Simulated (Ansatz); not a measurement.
# C on Pt(111): change of the work function, part 3 of 4

Aim: the work function of Pt(111) at several coverages of C (fcc site), and the dipole that each adsorbate carries.

Ansatz 0.2.0; plane-wave DFT, PBE, Ansatz PAW (set soft_1); PAW set soft_1.

So far, work function, upper face (eV): step 2 (the clean slab) 5.70; step 3 (37 atoms, coverage 0.111 ML, cell 3x3) 5.69.

## Step 4: The covered slab, k-mesh 6×6×1, coverage 0.25 ML

System of this step: Pt16C (C/Pt(111)). The cell holds 17 atoms: 16 Pt and 1 C. Its edges and angles: a = 5.544 Å, b = 5.544 Å, c = 26.391 Å, α = 90.0°, β = 90.0°, γ = 60.0°. Vacuum lies along c.

Another coverage, to see how the dipoles act on each other as their distance changes.

Input file input.yaml:

```yaml
crystal:
  lattice:
    - [5.5437171645, 1.0e-10, 0.0]
    - [2.7718585822, 4.8009998959, 0.0]
    - [0.0, 0.0, 26.3905219343]
  atoms:
    - { symbol: Pt, position: [0.0, 0.0, 0.3410315272] }
    - { symbol: Pt, position: [0.1666666667, 0.1666666667, 0.4267900833] }
    - { symbol: Pt, position: [0.3333333333, 0.3333333333, 0.5141881274] }
    - { symbol: Pt, position: [0.0, 0.0, 0.6026750898] }
    - { symbol: Pt, position: [0.0, 0.5, 0.3410315272] }
    - { symbol: Pt, position: [0.1666666667, 0.6666666667, 0.4267900833] }
    - { symbol: Pt, position: [0.3333333333, 0.8333333333, 0.5141881274] }
    - { symbol: Pt, position: [0.0, 0.5, 0.6026750898] }
    - { symbol: Pt, position: [0.5, 0.0, 0.3410315272] }
    - { symbol: Pt, position: [0.6666666667, 0.1666666667, 0.4267900833] }
    - { symbol: Pt, position: [0.8333333333, 0.3333333333, 0.5141881274] }
    - { symbol: Pt, position: [0.5, 0.0, 0.6026750898] }
    - { symbol: Pt, position: [0.5, 0.5, 0.3410315272] }
    - { symbol: Pt, position: [0.6666666667, 0.6666666667, 0.4267900833] }
    - { symbol: Pt, position: [0.8333333333, 0.8333333333, 0.5141881274] }
    - { symbol: Pt, position: [0.5, 0.5, 0.6026750898] }
    - { symbol: C, position: [0.1666666667, 0.1666666667, 0.6589684728] }
kpoints:
  mp_grid: { grid: [6, 6, 1] }
hamiltonian:
  xc: pbe
  pseudopotentials: { kind: paw, azcp: { folder: soft_1 } }
scf:
  occupations: { method: fermi_dirac, width: 0.1 }
  convergence: { dr2_threshold: 1.0e-08 }
efield:
  axis: 3
  dipole_correction: true
  ramp_position: 0.97
  ramp_width: 0.06
relax:
  f_tol: 0.02
  max_steps: 60
  constraints: [{ sites: [0, 1, 4, 5, 8, 9, 12, 13] }]
output:
  dos: { projected: true, e_range: [-8, 4] }
  write_potential: true
  write_density: true
  volumetric_format: npy
  elf: true
```

Started as:

```console
$ ansatz run input.yaml --threads 4 --pin off --max-ram 16384MiB --backend cpu --events-out ev --progress --plain --runs-dir out
```

The program printed:

```text
[...]
Crystal: 17 atoms, lattice volume = 702.394 Å³
Basis set: ecut = 420 eV, 13781 PW (Γ), exchange–correlation on 80×80×360 points (8 copies of the dense FFT grid, shifted against one another)
Bands: 176, of which v1, the nominal top of the filled ones, is band 146 counted from 1 (145 counted from 0)
Symmetry: 6 space group operations
[...]
k-points: 7 of 36 (time reversal used)
[...]
SCF iter   1: F=—  HF=-200647.193611 eV  |F-HF|=—  |Δ(HF+E_count)|=         —  Δρ=6.19e-2  dr2=4.49e1  ethr=3.10e-3  p=0.000 e·Å  D=1.92e-7 V/Å  ΔV_dip=-0.00 eV  dr2_dipole=1.27e0  V_vac-E_F(+/−)=4.68/4.68 eV  ⟨swp⟩=7.3  Hψ=4954  notcnv=0  defer=35
[...]
SCF iter  14: F=-200639.943533 eV  HF=-200639.943533 eV  |F-HF|=7.28e-9  |Δ(HF+E_count)|=   2.60e-8  Δρ=6.45e-7  dr2=7.49e-9  ethr=3.42e-12  p=-0.064 e·Å  D=-1.66e-2 V/Å  ΔV_dip=0.44 eV  dr2_dipole=1.81e-11  V_vac-E_F(+/−)=6.13/5.70 eV  ⟨swp⟩=16.7  Hψ=9600  notcnv=0
SCF 1 converged in 14 iterations: F = -200639.943533 eV  dr2 = 7.49e-9
[...]
relax step   1: F+E_penalty+E_count = -200639.94353262 eV  Δ(F+E_penalty+E_count) = +0.000e0 eV  max|allowed force component| = 3.818e0 eV/Å  Δτ_max = 0.0000 Å  (14 SCF iters, accepted)
[...]
SCF iter  13: F=-200640.816446 eV  HF=-200640.816446 eV  |F-HF|=1.14e-8  |Δ(HF+E_count)|=   1.83e-8  Δρ=4.32e-7  dr2=2.78e-9  ethr=3.42e-12  p=-0.037 e·Å  D=-9.51e-3 V/Å  ΔV_dip=0.25 eV  dr2_dipole=5.69e-12  V_vac-E_F(+/−)=5.95/5.70 eV  ⟨swp⟩=14.7  Hψ=8518  notcnv=0
SCF 2 converged in 13 iterations: F = -200640.816446 eV  dr2 = 2.78e-9
relax step   2: F+E_penalty+E_count = -200640.81644615 eV  Δ(F+E_penalty+E_count) = -8.729e-1 eV  max|allowed force component| = 2.127e0 eV/Å  Δτ_max = 0.1971 Å  (13 SCF iters, accepted)
SCF iter   1: F=—  HF=-200641.087787 eV  |F-HF|=—  |Δ(HF+E_count)|=         —  Δρ=5.63e-3  dr2=2.77e-1  ethr=7.39e-4  p=-0.037 e·Å  D=-9.51e-3 V/Å  ΔV_dip=0.25 eV  dr2_dipole=2.36e-2  V_vac-E_F(+/−)=5.94/5.69 eV  ⟨swp⟩=4.4  Hψ=3116  notcnv=0  defer=81
[...]
SCF iter  12: F=-200641.026933 eV  HF=-200641.026933 eV  |F-HF|=1.23e-8  |Δ(HF+E_count)|=   3.29e-8  Δρ=4.85e-7  dr2=4.46e-9  ethr=3.42e-12  p=-0.006 e·Å  D=-1.50e-3 V/Å  ΔV_dip=0.04 eV  dr2_dipole=1.18e-10  V_vac-E_F(+/−)=5.73/5.69 eV  ⟨swp⟩=14.4  Hψ=8599  notcnv=0
SCF 3 converged in 12 iterations: F = -200641.026933 eV  dr2 = 4.46e-9
[...]
relax step   3: F+E_penalty+E_count = -200641.02693292 eV  Δ(F+E_penalty+E_count) = -2.105e-1 eV  max|allowed force component| = 6.906e-1 eV/Å  Δτ_max = 0.1947 Å  (12 SCF iters, accepted)
[...]
relax step   4: F+E_penalty+E_count = -200641.05995927 eV  Δ(F+E_penalty+E_count) = -3.303e-2 eV  max|allowed force component| = 6.214e-2 eV/Å  Δτ_max = 0.0643 Å  (11 SCF iters, accepted)
SCF iter   1: F=—  HF=-200641.061287 eV  |F-HF|=—  |Δ(HF+E_count)|=         —  Δρ=7.54e-4  dr2=2.90e-3  ethr=1.27e-5  p=-0.005 e·Å  D=-1.22e-3 V/Å  ΔV_dip=0.03 eV  dr2_dipole=6.25e-7  V_vac-E_F(+/−)=5.71/5.68 eV  ⟨swp⟩=2.3  Hψ=2256  notcnv=0  defer=85
[...]
SCF iter   9: F=-200641.060934 eV  HF=-200641.060934 eV  |F-HF|=5.50e-9  |Δ(HF+E_count)|=   1.33e-8  Δρ=4.35e-7  dr2=4.51e-9  ethr=3.42e-12  p=-0.004 e·Å  D=-9.85e-4 V/Å  ΔV_dip=0.03 eV  dr2_dipole=1.96e-10  V_vac-E_F(+/−)=5.71/5.68 eV  ⟨swp⟩=13.1  Hψ=8266  notcnv=0
SCF 5 converged in 9 iterations: F = -200641.060934 eV  dr2 = 4.51e-9
relax step   5: F+E_penalty+E_count = -200641.06093384 eV  Δ(F+E_penalty+E_count) = -9.746e-4 eV  max|allowed force component| = 1.115e-2 eV/Å  Δτ_max = 0.0133 Å  (9 SCF iters, accepted)
[...]
SCF converged after 9 iterations
Free energy (F): -200641.060934 eV
[...]
Internal energy: -200640.282719 eV  (E = F + TS)
E sigma→0 (E₀):  -200640.671827 eV
Entropy (-TS):   -0.778214 eV (-45.777 meV/atom)
Fermi energy:    4.429478 eV
Dipole field:    D = -0.000995 V/Å  (p = -0.003862 e·Å, saw-weighted, corrected)
Work function:   Φ+ = 5.7071 eV   Φ− = 5.6808 eV
[...]
--- Forces (eV/Å), atoms counted from 1 ---
  atom   1  Pt     0.00050383     0.00029088    -0.47192825
  atom   2  Pt     0.00000000    -0.00000000     0.61426392
  atom   3  Pt     0.00072967     0.00042128     0.00372672
  atom   4  Pt     0.00503391     0.00290633     0.00035904
  atom   5  Pt     0.00000000    -0.00058177    -0.47192825
  atom   6  Pt    -0.06929083     0.04000508     0.48908830
  atom   7  Pt     0.00000000    -0.00084256     0.00372672
  atom   8  Pt     0.00000000    -0.00581266     0.00035904
  atom   9  Pt    -0.00050383     0.00029088    -0.47192825
  atom  10  Pt     0.00000000    -0.08001015     0.48908830
  atom  11  Pt    -0.00072967     0.00042128     0.00372672
  atom  12  Pt    -0.00503391     0.00290633     0.00035904
  atom  13  Pt    -0.00000000     0.00000000    -0.66476475
  atom  14  Pt     0.06929083     0.04000508     0.48908830
  atom  15  Pt     0.00000000     0.00000000    -0.00330101
  atom  16  Pt     0.00000000     0.00000000     0.00122482
  atom  17  C     -0.00000000     0.00000000    -0.01114848
  max |Σ_I F_I| component: 1.20e-5 eV/Å
--- Band table (eV; the first three rows and the last of 7) ---
  k-point 0: bands = [... 142 lower, 4.6479, 4.7771, 4.7771, 4.7882, 4.8000, 4.9891, 4.9891, 5.0240, ... 26 higher]
  k-point 1: bands = [... 142 lower, 4.3795, 4.4318, 4.4488, 4.5398, 4.6791, 4.6976, 4.7416, 4.9851, ... 26 higher]
  k-point 2: bands = [... 142 lower, 3.9982, 4.1862, 4.3221, 4.3418, 4.4567, 4.5002, 4.6109, 4.6818, ... 26 higher]
  k-point 6: bands = [... 142 lower, 3.9784, 4.0153, 4.0190, 4.0346, 4.0673, 4.0848, 4.1407, 4.1704, ... 26 higher]
--- Relaxed structure (5 steps of the walk, 5 accepted, 0 SCFs on fresh bases) ---
  F+E_penalty+E_count = -200641.06093384 eV   max|allowed force component| = 1.115e-2 eV/Å
  atoms:
    - { symbol: Pt, position: [-1.795949e-17, -1.795949e-17, 0.3410315272] }
    - { symbol: Pt, position: [0.166667, 0.166667, 0.4267900833] }
    - { symbol: Pt, position: [0.332587, 0.332587, 0.514127] }
    - { symbol: Pt, position: [-0.0050589, -0.0050589, 0.608639] }
    - { symbol: Pt, position: [0.0, 0.5, 0.3410315272] }
    - { symbol: Pt, position: [0.166667, 0.666667, 0.4267900833] }
    - { symbol: Pt, position: [0.332587, 0.834826, 0.514127] }
    - { symbol: Pt, position: [-0.0050589, 0.510118, 0.608639] }
    - { symbol: Pt, position: [0.500000, -1.795949e-17, 0.3410315272] }
    - { symbol: Pt, position: [0.666667, 0.166667, 0.4267900833] }
    - { symbol: Pt, position: [0.834826, 0.332587, 0.514127] }
    - { symbol: Pt, position: [0.510118, -0.0050589, 0.608639] }
    - { symbol: Pt, position: [0.500000, 0.5, 0.3410315272] }
    - { symbol: Pt, position: [0.666667, 0.666667, 0.4267900833] }
    - { symbol: Pt, position: [0.833333, 0.833333, 0.518256] }
    - { symbol: Pt, position: [0.500000, 0.5, 0.599861] }
    - { symbol: C, position: [0.166667, 0.166667, 0.645735] }
```

Wall time 2.7 min (4 threads of Arm Neoverse V1, shared host); peak memory 2.9 GiB; 11 min of CPU time.

Step by step:

```
step  energy less that of the first step (eV)  largest force component (eV/Å)
   1                                   0.0000                          3.8176
   2                                  -0.8729                          2.1273
   3                                  -1.0834                          0.6906
   4                                  -1.1164                          0.0621
   5                                  -1.1174                          0.0111
```

Forces are held to the 6 operations that the program found; a distortion that breaks them can't arise in this run.

The atoms that moved most (Å):

```
atom      dx      dy      dz  length
 C17   0.000   0.000  -0.349   0.349
 Pt4  -0.042  -0.024   0.157   0.165
Pt12   0.042  -0.024   0.157   0.165
 Pt8   0.000   0.049   0.157   0.165
Pt15   0.000   0.000   0.107   0.107
Pt16   0.000   0.000  -0.074   0.074
Pt11   0.006  -0.004  -0.002   0.007
 Pt3  -0.006  -0.004  -0.002   0.007
```

Final coordinates:

```cif
data_structure
_symmetry_space_group_name_H-M 'P 1'
_symmetry_Int_Tables_number 1
_cell_length_a 5.5437
_cell_length_b 5.5437
_cell_length_c 26.3905
_cell_angle_alpha 90.000
_cell_angle_beta 90.000
_cell_angle_gamma 60.000
_cell_volume 702.39
loop_
_atom_site_label
_atom_site_type_symbol
_atom_site_fract_x
_atom_site_fract_y
_atom_site_fract_z
_atom_site_occupancy
Pt1 Pt 0.00000 0.00000 0.34103 1
Pt2 Pt 0.16667 0.16667 0.42679 1
Pt3 Pt 0.33259 0.33259 0.51413 1
Pt4 Pt 0.99494 0.99494 0.60864 1
Pt5 Pt 0.00000 0.50000 0.34103 1
Pt6 Pt 0.16667 0.66667 0.42679 1
Pt7 Pt 0.33259 0.83483 0.51413 1
Pt8 Pt 0.99494 0.51012 0.60864 1
Pt9 Pt 0.50000 0.00000 0.34103 1
Pt10 Pt 0.66667 0.16667 0.42679 1
Pt11 Pt 0.83483 0.33259 0.51413 1
Pt12 Pt 0.51012 0.99494 0.60864 1
Pt13 Pt 0.50000 0.50000 0.34103 1
Pt14 Pt 0.66667 0.66667 0.42679 1
Pt15 Pt 0.83333 0.83333 0.51826 1
Pt16 Pt 0.50000 0.50000 0.59986 1
C17 C 0.16667 0.16667 0.64573 1
```

Read from the output:

| Item | Value |
| --- | --- |
| energy at zero smearing | -200640.6718 eV |
| work function, upper face | 5.707 eV |
| work function, lower face | 5.681 eV |
| dipole along the normal | -0.003862 e·Å |
| step between the vacuum levels | 0.02625 eV |

The density of states has structure finer than the step of the table below, so its rows give means over 0.5 eV. Peaks (eV: height): -5.80: 50.7, -4.75: 58.6, -4.69: 39.7, -3.76: 58.7, -3.52: 38.3, -2.98: 39.6, -1.11: 54.7.

Table of density of states by energy, zero at the Fermi level; means over each step:

energy (eV), density of states (states/eV a cell) and a bar from the least value:
```
     -7.5        3.2 
     -7.0        6.3 ####
     -6.5       12.7 ###########
     -6.0       20.2 ###################
     -5.5       20.6 ####################
     -5.0       17.0 ################
     -4.5       20.8 ####################
     -4.0       27.0 ###########################
     -3.5       29.6 ##############################
     -3.0       29.6 ##############################
     -2.5       21.3 #####################
     -2.0       22.3 ######################
     -1.5       26.0 ##########################
     -1.0       23.5 #######################
     -0.5       23.8 #######################
      0.0       24.0 ########################
      0.5        9.9 ########
      1.0        6.8 ####
      1.5        4.8 ##
```

Projected DOS per atom over height of the atomic layer and energy from the Fermi level. Layers: Pt4 Pt4 Pt4 Pt4 C from below.

Values in states/eV, 22 rows by 5 columns, each cell a mean:
```
0.26 0.28 0.27 0.25 0.73
0.29 0.17 0.28 0.47 1.01
0.36 0.30 0.25 0.30 0.63
0.78 0.70 0.78 0.54 0.42
1.69 1.99 1.55 0.95 0.35
1.99 1.64 1.52 1.24 0.31
1.50 1.24 1.21 1.35 0.24
1.84 1.19 1.59 1.79 0.35
1.71 0.93 1.61 1.62 0.41
1.49 1.14 1.13 1.58 0.33
2.12 1.36 1.28 1.57 0.36
2.36 1.79 1.73 1.53 0.21
1.52 1.74 1.66 1.76 0.30
1.06 1.51 1.79 1.57 0.42
1.17 1.10 1.53 1.28 0.43
0.73 1.08 0.97 1.36 0.48
1.21 1.74 1.34 0.89 0.52
0.85 1.54 1.28 1.08 1.01
0.53 1.19 1.03 0.77 0.56
0.29 0.53 0.42 0.60 0.55
0.11 0.18 0.20 0.27 0.27
0.10 0.17 0.22 0.12 0.09
```
Columns: height of the atomic layer (Å) from 9 to 17.0 (not evenly spaced); rows upwards: energy from the Fermi level (eV) from -7.96 to 1.95.

Valence density in the ca plane at fractional y = 0.167, with atoms of Pt and C within 0.2 Å of it. It is the smooth field of the valence electrons, not physical close to the nuclei.

Values in units of 1e0 e/Å³, 8 rows by 16 columns, each cell a mean:
```
1.5 0.6 0.4 0.4 0.7 1.5 0.3 1.3 0.7 0.1 0.0 0.0 0.0 0.0 0.0 0.0
0.6 0.4 2.2 1.9 0.4 0.7 0.2 0.6 0.3 0.0 0.0 0.0 0.0 0.0 0.0 0.0
0.3 0.3 6.3 5.6 0.3 0.3 0.2 0.3 0.2 0.0 0.0 0.0 0.0 0.0 0.0 0.0
0.6 0.4 2.5 2.2 0.4 0.6 0.2 0.6 0.3 0.0 0.0 0.0 0.0 0.0 0.0 0.0
1.5 0.6 0.4 0.4 0.7 1.5 0.3 1.3 0.7 0.1 0.0 0.0 0.0 0.0 0.0 0.0
0.6 0.4 2.2 1.9 0.4 0.7 0.2 0.6 0.9 0.3 0.0 0.0 0.0 0.0 0.0 0.0
0.3 0.3 6.3 5.6 0.3 0.3 0.1 0.3 1.4 0.7 0.0 0.0 0.0 0.0 0.0 0.0
0.6 0.4 2.5 2.2 0.4 0.6 0.2 0.6 1.0 0.3 0.0 0.0 0.0 0.0 0.0 0.0
```
Columns run along c (16.0 Å, from fractional 0.32 to 0.93 of the cell), rows up along a (5.5 Å). Atoms in or near the plane, at fractional coordinates: Pt at (0.43, 0.17), Pt at (0.43, 0.67), C at (0.65, 0.17).

Electrostatic potential energy in the ca plane at fractional y = 0.167, with atoms of Pt and C within 0.2 Å of it. With pseudopotentials it is smooth inside the atoms' cores, unlike the true potential.

Values in eV, 8 rows by 16 columns, each cell a mean:
```
-20  -2   3   3  -4 -20   4 -16  -3   9  10  10  10  10  10  10
 -3   2 -21 -19   2  -4   6  -3   3   9  10  10  10  10  10  10
  6   4 -44 -41   5   5   8   5   7  10  10  10  10  10  10  10
 -3   2 -24 -21   3  -2   6  -3   3  10  10  10  10  10  10  10
-20  -2   3   3  -4 -20   4 -16  -3   9  10  10  10  10  10  10
 -3   2 -21 -19   2  -5   6  -2 -10   4  10  10  10  10  10  10
  6   4 -44 -41   4   5   8   4 -40 -10  10  10  10  10  10  10
 -3   2 -24 -21   2  -2   6  -2 -12   3  10  10  10  10  10  10
```
Columns run along c (16.0 Å, from fractional 0.32 to 0.93 of the cell; values clipped at the 3rd and 97th percentile), rows up along a (5.5 Å). Atoms in or near the plane, at fractional coordinates: Pt at (0.43, 0.17), Pt at (0.43, 0.67), C at (0.65, 0.17).

ELF in the ca plane at fractional y = 0.167, with atoms of Pt and C within 0.2 Å of it. It is the smooth field of the valence electrons, not physical close to the nuclei.

Values, 8 rows by 16 columns, each cell a mean:
```
0.39 0.29 0.25 0.25 0.30 0.39 0.24 0.36 0.33 0.24 0.05 0.00 0.00 0.00 0.00 0.00
0.30 0.25 0.40 0.39 0.26 0.30 0.20 0.29 0.27 0.10 0.01 0.00 0.00 0.00 0.00 0.00
0.26 0.24 0.52 0.50 0.24 0.23 0.14 0.26 0.24 0.07 0.01 0.00 0.00 0.00 0.00 0.00
0.30 0.25 0.41 0.40 0.25 0.28 0.20 0.29 0.26 0.10 0.01 0.00 0.00 0.00 0.00 0.00
0.39 0.29 0.25 0.25 0.30 0.39 0.24 0.37 0.33 0.23 0.05 0.00 0.00 0.00 0.00 0.00
0.30 0.25 0.40 0.39 0.26 0.30 0.19 0.27 0.58 0.67 0.22 0.01 0.00 0.00 0.00 0.00
0.26 0.24 0.52 0.50 0.24 0.24 0.12 0.27 0.37 0.76 0.36 0.02 0.00 0.00 0.00 0.00
0.30 0.25 0.41 0.40 0.26 0.29 0.18 0.27 0.58 0.70 0.24 0.01 0.00 0.00 0.00 0.00
```
Columns run along c (16.0 Å, from fractional 0.32 to 0.93 of the cell), rows up along a (5.5 Å). Atoms in or near the plane, at fractional coordinates: Pt at (0.43, 0.17), Pt at (0.43, 0.67), C at (0.65, 0.17).

The relaxation took 5 steps and lowered the energy by 1.1 eV; the largest force on the free atoms ends at 0.011 eV/Å.

By hand: a sheet of dipoles makes a step −p/(ε₀A) in the electron's potential. With e/ε₀ = 180.95 V·Å, p = -0.003862 e·Å and A = 26.62 Å², that is −180.95 × (-0.003862) / 26.62 = +0.026 eV, and the two vacuum levels of the run differ by +0.026 eV.

The covered face has 5.71 eV, +0.00 eV against the clean one; the bare back face has moved by +0.01 eV, a measure of how thin the slab is.

[end of part 3 of 4]

[Long decimals in the printed logs are rounded to 6 places.]

[Logs are printed without paths, hosts, clocks, repeated set-up lines and the standing remarks that a program may print on its own settings, such as how far it seeks lower states.]

[Hosts, paths, dates, database ids (printed as entryN), source tags and the programs' standing remarks are cut or masked in the printed files.]

[Maps of the electrostatic potential energy from Ansatz leave out the sawtooth potential of an applied field or a dipole correction, so their vacuum need not be flat; planar profiles and work functions include it.]

[The density of states shown here was stored with 400 of the rows of the run's finer table, so its peaks can read low, often by over a quarter, or be missed, and its means over a window can be off by a tenth or more.]
